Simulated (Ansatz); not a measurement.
The crystal is Bi3B4Sb (ordered alloy, started on the zincblende lattice) (R3m).

```xyz
8
Lattice="1.9295 1.1140 12.5973 -1.9295 1.1140 12.5973 0.0000 -2.2280 12.5973" Properties=species:S:1:pos:R:3 pbc="T T T"
Sb    0.0000    0.0000   -0.0111
B     0.0000    0.0000   25.8974
Bi    0.0000    0.0000   28.3052
B     0.0000    0.0000   16.5146
Bi    0.0000    0.0000   18.9015
B     0.0000    0.0000    7.1119
Bi    0.0000    0.0000    9.4939
B     0.0000    0.0000   35.5064
```

The structure was relaxed with PBE. The runs that relaxed it are not among those shown. Spin-orbit coupling is left out unless a run names it. PAW set soft_2, made with PBE.

Gaps computed with Ansatz 0.2.0 without a self-energy: PBE 0.50 eV, PBE+SOC 0.32 eV and HSE06 1.10 eV.

**Question.** Estimate the G0W0@PBE gap with 4×4×4 mesh, 425 empty bands, screening to 110 eV, default PAW files.

About 0.92 eV: on its mesh the run moves the gap from 0.49 eV by +0.44 eV. A band edge moves to another state on the way. Among the scalar-relativistic levels given, HSE06 is nearest (+0.18 eV). Spin-orbit coupling is not in that value; its −0.18 eV at the PBE level would bring it to about 0.74 eV. Bands and cutoff are finite, so the gap stands short of the basis limit, usually by up to a few tenths of an eV; the mesh is an error of its own. Where an edge is built on 6p states of lead, bismuth or thallium, scalar-relativistic gaps usually stand too wide, by a few tenths to over one eV. The RPA ε∞ on this mesh reaches over 25; with a narrow direct gap a coarse mesh can overstate it, and the correction is then too small. The many-body steps are scalar-relativistic: spin-orbit coupling is not in them.

[Long decimals in the printed logs are rounded to 6 places.]

[Logs are printed without paths, hosts, clocks, repeated set-up lines and the standing remarks that a program may print on its own settings, such as how far it seeks lower states.]

[Paths, hosts, dates, memory and timing lines, banners, echoed tables and standing remarks are left out of the program output; an Ansatz launch command may be rebuilt from the run's recorded settings. Measured values are a selection of at most five: reports struck by readers or far from the other reports are left out. None is set beside runs whose start may be inverted or whose files or cutoffs have a known fault.]

[Runs of the session that timed out or met a known fault of the program may be left out.]

[Cells called generated may have been cut or substituted from an entry of the Crystallography Open Database or the Materials Project.]

[Hosts, paths, dates, database ids (printed as entryN), source tags and the programs' standing remarks are cut or masked in the printed files.]

[Where the starting crystal was built by hand or by swapping elements, it need not be the compound's stable phase.]
